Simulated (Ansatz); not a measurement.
# Localised basis functions on random alloy of the diamond Si-Ge line, x = 0.25 (64 atoms), part 2 of 2

Aim: test how closely localised support functions follow the reference on random alloy of the diamond Si-Ge line, x = 0.25 (64 atoms), and at what cost. A setting counts as converged where the r.m.s. difference of forces stays under 1 % of the r.m.s. force.

Ansatz 0.2.0; Kohn-Sham DFT, PBE, PAW (set soft_2), plane waves.

The cell: 48 Si and 16 Ge. The host structure and its lattice constant were typed by rule, without a check against the phase diagram. Only the Γ point is sampled, in a cell whose shortest periodic width is 11 Å.

So far. Step 12 (Support functions medium, radius 6.21 Å): Forces differ from the reference by 0.037 meV/Å r.m.s., 0.010 % of their size, well within a tolerance of 1 %; the energy by -0.060 meV/atom. It took 21 times the reference's time (shared host, so rough). Step 13 (Another setting: scf.occupations.method = "tetrahedron"): The program set the tetrahedra aside and kept another filling, so they aren't tested. Forces differ from the reference by 0.001 meV/Å r.m.s., 2.0e-4 % of their size.

## (16) The first run in detail

The first run, on the default basis, asked for the full analyses, so its electronic structure is set out here.

Length of the force by element and coordination:

| element | coordination | atoms | mean length of the force (eV/Å) | spread | least | most |
| --- | --- | --- | --- | --- | --- | --- |
| Ge | all | 16 | 0.507 | 0.201 | 0.170 | 0.869 |
| Si | all | 48 | 0.614 | 0.231 | 0.170 | 1.02 |

Löwdin charges by element and coordination (they lack the spilled electrons, 0.032 e an atom on average):

| element | coordination | atoms | mean charge (e) | spread | least | most |
| --- | --- | --- | --- | --- | --- | --- |
| Ge | all | 16 | -0.0312 | 0.0195 | -0.0553 | -0.002 |
| Si | all | 48 | 0.0527 | 0.0196 | 0.024 | 0.104 |

Charge against the make-up of the first shell:

| Si neighbours of Ge | atoms | mean charge (e) |
| --- | --- | --- |
| 2 | 5 | -0.006 |
| 3 | 4 | -0.027 |
| 4 | 7 | -0.051 |

States in the cell by windows of 1 eV, zero at the Fermi level; the larger projections on atomic orbitals stand beside the total:

| from (eV) | to (eV) | total | Si p | Si s | Ge p | Ge s |
| --- | --- | --- | --- | --- | --- | --- |
| -18 | -13 | 0.0 | 0.0 | 0.0 | 0.0 | 0.0 |
| -13 | -12 | 1.7 | 0.0 | 1.1 | 0.0 | 0.6 |
| -12 | -11 | 7.5 | 1.4 | 2.8 | 0.5 | 2.8 |
| -11 | -10 | 19.6 | 4.1 | 8.4 | 1.4 | 5.7 |
| -10 | -9 | 17.2 | 3.2 | 10.9 | 1.3 | 1.7 |
| -9 | -8 | 12.3 | 3.5 | 4.1 | 1.0 | 3.5 |
| -8 | -7 | 26.1 | 7.7 | 13.7 | 2.8 | 1.7 |
| -7 | -6 | 5.7 | 3.0 | 1.4 | 1.0 | 0.2 |
| -6 | -5 | 23.9 | 9.4 | 8.9 | 3.2 | 2.3 |
| -5 | -4 | 0.4 | 0.2 | 0.1 | 0.1 | 0.1 |
| -4 | -3 | 59.7 | 39.1 | 5.7 | 12.9 | 1.5 |
| -3 | -2 | 13.5 | 10.2 | 0.0 | 3.2 | 0.0 |
| -2 | -1 | 62.4 | 46.4 | 0.0 | 15.3 | 0.0 |
| -1 | 0 | 2.8 | 1.9 | 0.0 | 0.8 | 0.0 |
| 0 | 1 | 18.7 | 8.7 | 3.5 | 2.5 | 1.9 |
| 1 | 2 | 16.7 | 7.0 | 5.3 | 2.1 | 1.3 |
| 2 | 3 | 35.0 | 17.3 | 6.3 | 4.9 | 2.0 |
| 3 | 4 | 24.8 | 11.8 | 2.0 | 3.6 | 0.5 |

The curve was stored every 0.10 eV, coarse against its broadening of 0.08 eV, so these counts are rough.

With fixed occupations the program's Fermi level is the highest filled level.

Between -25 and -18 eV lie 160 more states.

The levels nearest the highest filled one (over half full), pooled over k-points and spins:

| level less the highest filled one (eV) | occupation |
| --- | --- |
| -1.24 | 2 |
| -1.23 | 2 |
| -1.20 | 2 |
| -0.0635 | 2 |
| -0.0605 | 2 |
| 0 | 2 |
| 0.645 | 0 |
| 0.666 | 0 |
| 0.678 | 0 |
| 0.702 | 0 |
| 0.732 | 0 |
| 0.757 | 0 |

ELF in the ac plane at fractional y = 0.000, with atoms of Si and Ge within 0.2 Å of it. It is the smooth field of the valence electrons, not physical close to the nuclei.

Ten even steps from '_' (0.01) to '@' (0.79), each cell a mean:
```
--++%%##==..________..==%%%%++--==##%%**--__________::**%%##==
##%%@@%%++::....__..::++%%@@@@##%%@@@@##==::..__....--**@@@@%%
**####**++==========++++**########%%##**++++======++++**##%%##
::::--==**##**++++**##**==----::::--==**%%@@%%%%%%@@%%++==--::
____..--****==::::==****==..______..::**@@@@##++##@@%%++::..__
______--++==..____::++++--__________::++%%**--==--##%%++..____
____..--**++--__..--++**--..________::++%%%%==--++%%%%++::____
__..::==**##++====++##**==::........--**@@@@%%##%%@@@@**--....
--======++****++++**##**++++++====++++**##%%##**##%%##**++++==
++**##**==--::::::----++##@@@@%%%%@@@@##==--::::::--==**####++
::--++**==..________::++%%@@%%++**@@@@##--..______..--**##++--
__..==++==..________..==####====--**%%**::__________::++++--__
__::==**==..________..==%%%%**====##%%**--__________::++++--..
==++**##++::........::++%%@@@@##%%@@@@##==::..____..--++##**==
++******++++========++++**####**######**++++==========++****++
::::--==**##**++++**##**==----::::--==++%%@@%%##%%%%##++----::
____..==****==::::==****==..________::++@@@@##++##@@%%++::..__
______--++==::____::==++--..________..++%%##====--##%%++..____
____..--**++--____--++**--..________::++%%%%==--==%%%%++::____
__..::==**##++====++##**==::..__....--++%%@@%%##%%@@%%++--....
====++++******++++****++++++========++++**####**####**++++====
##%%@@##++--::::::::--++##@@%%%%%%@@%%**==--::::::--==++##%%%%
++##@@%%++::________::++%%@@%%++**@@@@**--..______..--**@@@@**
====####==..________..==####====--**%%**::__________::++%%**--
```
Columns run along a (11.1 Å), rows up along c (11.1 Å). Atoms in or near the plane, at fractional coordinates: Si at (0.00, 0.00), Ge at (0.25, 0.25), Ge at (0.00, 0.50), Ge at (0.25, 0.75), Si at (0.50, 0.00), Si at (0.75, 0.25), Si at (0.50, 0.50), Si at (0.75, 0.75).

Valence density in the ac plane at fractional y = 0.000, with atoms of Si and Ge within 0.2 Å of it. It is the smooth field of the valence electrons, not physical close to the nuclei.

Ten steps, logarithmic in the rise over the least value, from '0' (0 e/Å³) to '9' (35 e/Å³), each cell a mean:
```
0111000000001110111000000000111
1111000000000111111000000000111
0000000000000000000000000000000
0000011111100000000001111100000
0000013552100000000011111110000
0000025995100000000011000110000
0000014774100000000011101110000
0000011221100000000011111110000
0000000000000000000000000000000
1110000000000111111000000000011
5311000000001111111000000000124
9721000000001110011000000000138
8521000000001110111000000000137
2211000000000111111000000000112
1000000000000000000000000000001
0000011111100000000001111100000
0000012553100000000011111110000
0000015995100000000011000110000
0000014774100000000011101110000
0000011221100000000011111110000
0000000000000000000000000000000
1110000000000111110000000000011
1111000000000111111000000000111
0111000000001110011000000000110
```
Columns run along a (11.1 Å), rows up along c (11.1 Å). Atoms in or near the plane, at fractional coordinates: Si at (0.00, 0.00), Ge at (0.25, 0.25), Ge at (0.00, 0.50), Ge at (0.25, 0.75), Si at (0.50, 0.00), Si at (0.75, 0.25), Si at (0.50, 0.50), Si at (0.75, 0.75).

Mean Löwdin charges: Ge -0.03, Si +0.05 e (they miss 0.49 % of the electrons, so they add up to more than the cell's charge). Charges this small depend on the projection, at times even in sign. The charge on Ge changes by -0.022 e for each Si neighbour that takes the place of another kind, on average. The largest share in the top eV of filled states is Si p (72 % of the projected weight), and in the lowest eV of empty states Si p (46 % of the projected weight).

## (17) Local order

These statistics describe the geometry on which the runs were made.

Density 3.06 g/cm³, 21.27 Å³ an atom.

g(r), total and by pair (bins of 0.1 Å):

| r (Å) | total | Si-Si | Si-Ge | Ge-Ge |
| --- | --- | --- | --- | --- |
| 2.25 | 0.00 | 0.00 | 0.00 | 0.00 |
| 2.35 | 5.83 | 5.19 | 7.25 | 3.00 |
| 2.45 | 5.93 | 6.39 | 5.02 | 7.20 |
| 2.55 | 0.00 | 0.00 | 0.00 | 0.00 |
| 2.65 | 0.00 | 0.00 | 0.00 | 0.00 |
| 2.75 | 0.00 | 0.00 | 0.00 | 0.00 |
| 2.85 | 0.00 | 0.00 | 0.00 | 0.00 |
| 2.95 | 0.00 | 0.00 | 0.00 | 0.00 |
| 3.05 | 0.00 | 0.00 | 0.00 | 0.00 |
| 3.15 | 0.00 | 0.00 | 0.00 | 0.00 |
| 3.25 | 0.00 | 0.00 | 0.00 | 0.00 |
| 3.35 | 0.00 | 0.00 | 0.00 | 0.00 |
| 3.45 | 0.00 | 0.00 | 0.00 | 0.00 |
| 3.55 | 0.00 | 0.00 | 0.00 | 0.00 |
| 3.65 | 0.00 | 0.00 | 0.00 | 0.00 |
| 3.75 | 0.00 | 0.00 | 0.00 | 0.00 |
| 3.85 | 3.39 | 3.39 | 3.29 | 3.95 |
| 3.95 | 9.85 | 9.85 | 9.94 | 9.34 |
| 4.05 | 0.00 | 0.00 | 0.00 | 0.00 |
| 4.15 | 0.00 | 0.00 | 0.00 | 0.00 |
| 4.25 | 0.00 | 0.00 | 0.00 | 0.00 |
| 4.35 | 0.00 | 0.00 | 0.00 | 0.00 |
| 4.45 | 0.00 | 0.00 | 0.00 | 0.00 |
| 4.55 | 5.67 | 5.72 | 5.80 | 4.45 |
| 4.65 | 3.95 | 3.73 | 4.35 | 3.56 |
| 4.75 | 0.00 | 0.00 | 0.00 | 0.00 |
| 4.85 | 0.00 | 0.00 | 0.00 | 0.00 |
| 4.95 | 0.00 | 0.00 | 0.00 | 0.00 |
| 5.05 | 0.00 | 0.00 | 0.00 | 0.00 |
| 5.15 | 0.00 | 0.00 | 0.00 | 0.00 |
| 5.25 | 0.00 | 0.00 | 0.00 | 0.00 |
| 5.35 | 0.00 | 0.00 | 0.00 | 0.00 |
| 5.45 | 0.18 | 0.22 | 0.14 | 0.00 |
| 5.55 | 3.08 | 2.82 | 3.72 | 1.65 |
| 5.65 | 0.05 | 0.09 | 0.00 | 0.00 |
| 5.75 | 0.00 | 0.00 | 0.00 | 0.00 |
| 5.85 | 0.00 | 0.00 | 0.00 | 0.00 |
| 5.95 | 0.27 | 0.34 | 0.20 | 0.00 |
| 6.05 | 5.25 | 5.28 | 4.98 | 6.49 |
| 6.15 | 0.06 | 0.05 | 0.08 | 0.00 |
| 6.25 | 0.00 | 0.00 | 0.00 | 0.00 |
| 6.35 | 0.00 | 0.00 | 0.00 | 0.00 |
| 6.45 | 0.00 | 0.00 | 0.00 | 0.00 |
| 6.55 | 0.00 | 0.00 | 0.00 | 0.00 |

Bonds by pair of elements; cutoffs follow the first minimum of g(r), held within bounds set by covalent radii, and pairs that aren't listed don't count as bonded:

| pair A-B | cutoff (Å) | bonds | mean length (Å) | spread (Å) | shortest (Å) | B about A | A about B |
| --- | --- | --- | --- | --- | --- | --- | --- |
| Si-Si | 2.83 | 71 | 2.40 | 0.029 | 2.31 | 2.96 | 2.96 |
| Si-Ge | 2.83 | 50 | 2.40 | 0.024 | 2.35 | 1.04 | 3.12 |
| Ge-Ge | 2.83 | 7 | 2.40 | 0.017 | 2.38 | 0.875 | 0.875 |

How many atoms have how many bonded neighbours:

| element | mean | 4 |
| --- | --- | --- |
| Ge | 4 | 16 |
| Si | 4 | 48 |

Rings of the network by King's shortest-path rule, up to 12 atoms, one path for each pair of neighbours; H, halogens, alkali and alkaline-earth atoms are left out:

| ring size (atoms) | rings | per network atom |
| --- | --- | --- |
| 6 | 126 | 1.97 |

First main peaks of g(r), for some of the pairs, lie near 2.40 Å (Si-Si), 2.40 Å (Si-Ge) and 2.41 Å (Ge-Ge). With the cutoffs above, all Ge atoms have 4 and all Si atoms have 4 bonded neighbours. All rings counted have 6 atoms.

The surroundings of Si29, which bears the longest force, nearest first, numbered as they follow in the input and with coordinates relative to it.

| atom | x | y | z | distance (Å) | bonds | Löwdin charge (e) | Fx | Fy | Fz (eV/Å) |
| --- | --- | --- | --- | --- | --- | --- | --- | --- | --- |
| Si29 | 0.00 | 0.00 | 0.00 | 0.00 | 4 | 0.06 | -0.57 | 0.44 | 0.73 |
| Ge16 | 1.37 | -1.38 | -1.33 | 2.36 | 4 | -0.05 | 0.38 | -0.06 | -0.63 |
| Si26 | -1.43 | 1.38 | -1.36 | 2.40 | 4 | 0.05 | 0.39 | 0.04 | -0.05 |
| Si30 | 1.39 | 1.39 | 1.42 | 2.42 | 4 | 0.05 | -0.42 | 0.29 | -0.28 |
| Si12 | -1.41 | -1.40 | 1.40 | 2.43 | 4 | 0.03 | 0.10 | 0.18 | -0.12 |
| Si15 | -0.02 | -2.74 | -2.76 | 3.89 | 4 | 0.06 | -0.02 | -0.22 | -0.52 |
| Si25 | -2.77 | 0.02 | -2.75 | 3.91 | 4 | 0.05 | -0.02 | 0.04 | -0.50 |
| Si7 | 0.00 | -2.76 | 2.76 | 3.91 | 4 | 0.02 | 0.24 | -0.01 | 0.15 |
| Si59 | 2.77 | 2.76 | 0.04 | 3.91 | 4 | 0.03 | -0.13 | 0.19 | -0.30 |
| Ge31 | 0.02 | 2.77 | -2.77 | 3.92 | 4 | -0.06 | -0.36 | -0.16 | 0.32 |
| Si27 | -2.77 | 2.78 | 0.01 | 3.93 | 4 | 0.08 | -0.16 | 0.03 | -0.39 |
| Si17 | -2.77 | 0.01 | 2.79 | 3.93 | 4 | 0.05 | 0.11 | -0.52 | 0.15 |
| Ge49 | 2.78 | 0.00 | 2.79 | 3.93 | 4 | -0.03 | -0.10 | 0.22 | 0.25 |
| Si43 | 2.80 | -2.77 | -0.01 | 3.94 | 4 | 0.08 | -0.13 | -0.72 | 0.21 |
| Si11 | -2.79 | -2.78 | 0.00 | 3.94 | 4 | 0.07 | -0.02 | 0.15 | 0.59 |
| Si57 | 2.81 | -0.04 | -2.77 | 3.95 | 4 | 0.04 | -0.31 | 0.82 | 0.11 |
| Si23 | 0.02 | 2.80 | 2.83 | 3.98 | 4 | 0.05 | -0.34 | -0.86 | -0.38 |

## (18) What came out

```
free energy per atom                             : -1550.4670 eV/atom
density                                          : 3.061 g/cm³
pressure                                         : 0.3067 GPa
r.m.s. force component                           : 0.3636 eV/Å
gap (highest filled to lowest empty level) : 0.6453 eV
wall time of the 12 DFT runs                     : 25 min
```

**Reading.** Against plane waves at 750 eV, the forces differ by 0.10 meV/Å (0.028 %) with support functions medium, and by 0.017 meV/Å in the closest run (support functions high). Scf.occupations.method = "tetrahedron" had no effect here: forces stay within 0.002 meV/Å and the energy within 0.002 meV/atom. At 64 atoms the fastest of the runs at a preset level, support functions low, takes 4.2 times the time of plane waves, in 10 SCF cycles against 8. Differences between support functions and plane waves include what basis error the plane-wave run still has. As the radius goes from 4.02 to 6.21 Å, the force difference goes from 0.12 to 0.037 meV/Å, and the time from 84 s to 6.1 min.

Between filled and empty levels lie 0.645 eV at Γ alone; the mesh holds the band edges only if they fold onto it, so the gap at this level can be narrower or closed, while semilocal functionals tend to narrow gaps against experiment. With the cutoffs above, all Ge atoms have 4 and all Si atoms have 4 bonded neighbours.

**Limits.** The geometry was built by rule, was displaced at random and isn't relaxed at this level: its force components are 0.36 eV/Å r.m.s.

[Long decimals in the printed logs are rounded to 6 places.]

[Logs are printed without paths, hosts, clocks, repeated set-up lines and the standing remarks that a program may print on its own settings, such as how far it seeks lower states.]

[Hosts, paths, dates, database ids (printed as entryN), source tags and the programs' standing remarks are cut or masked in the printed files.]
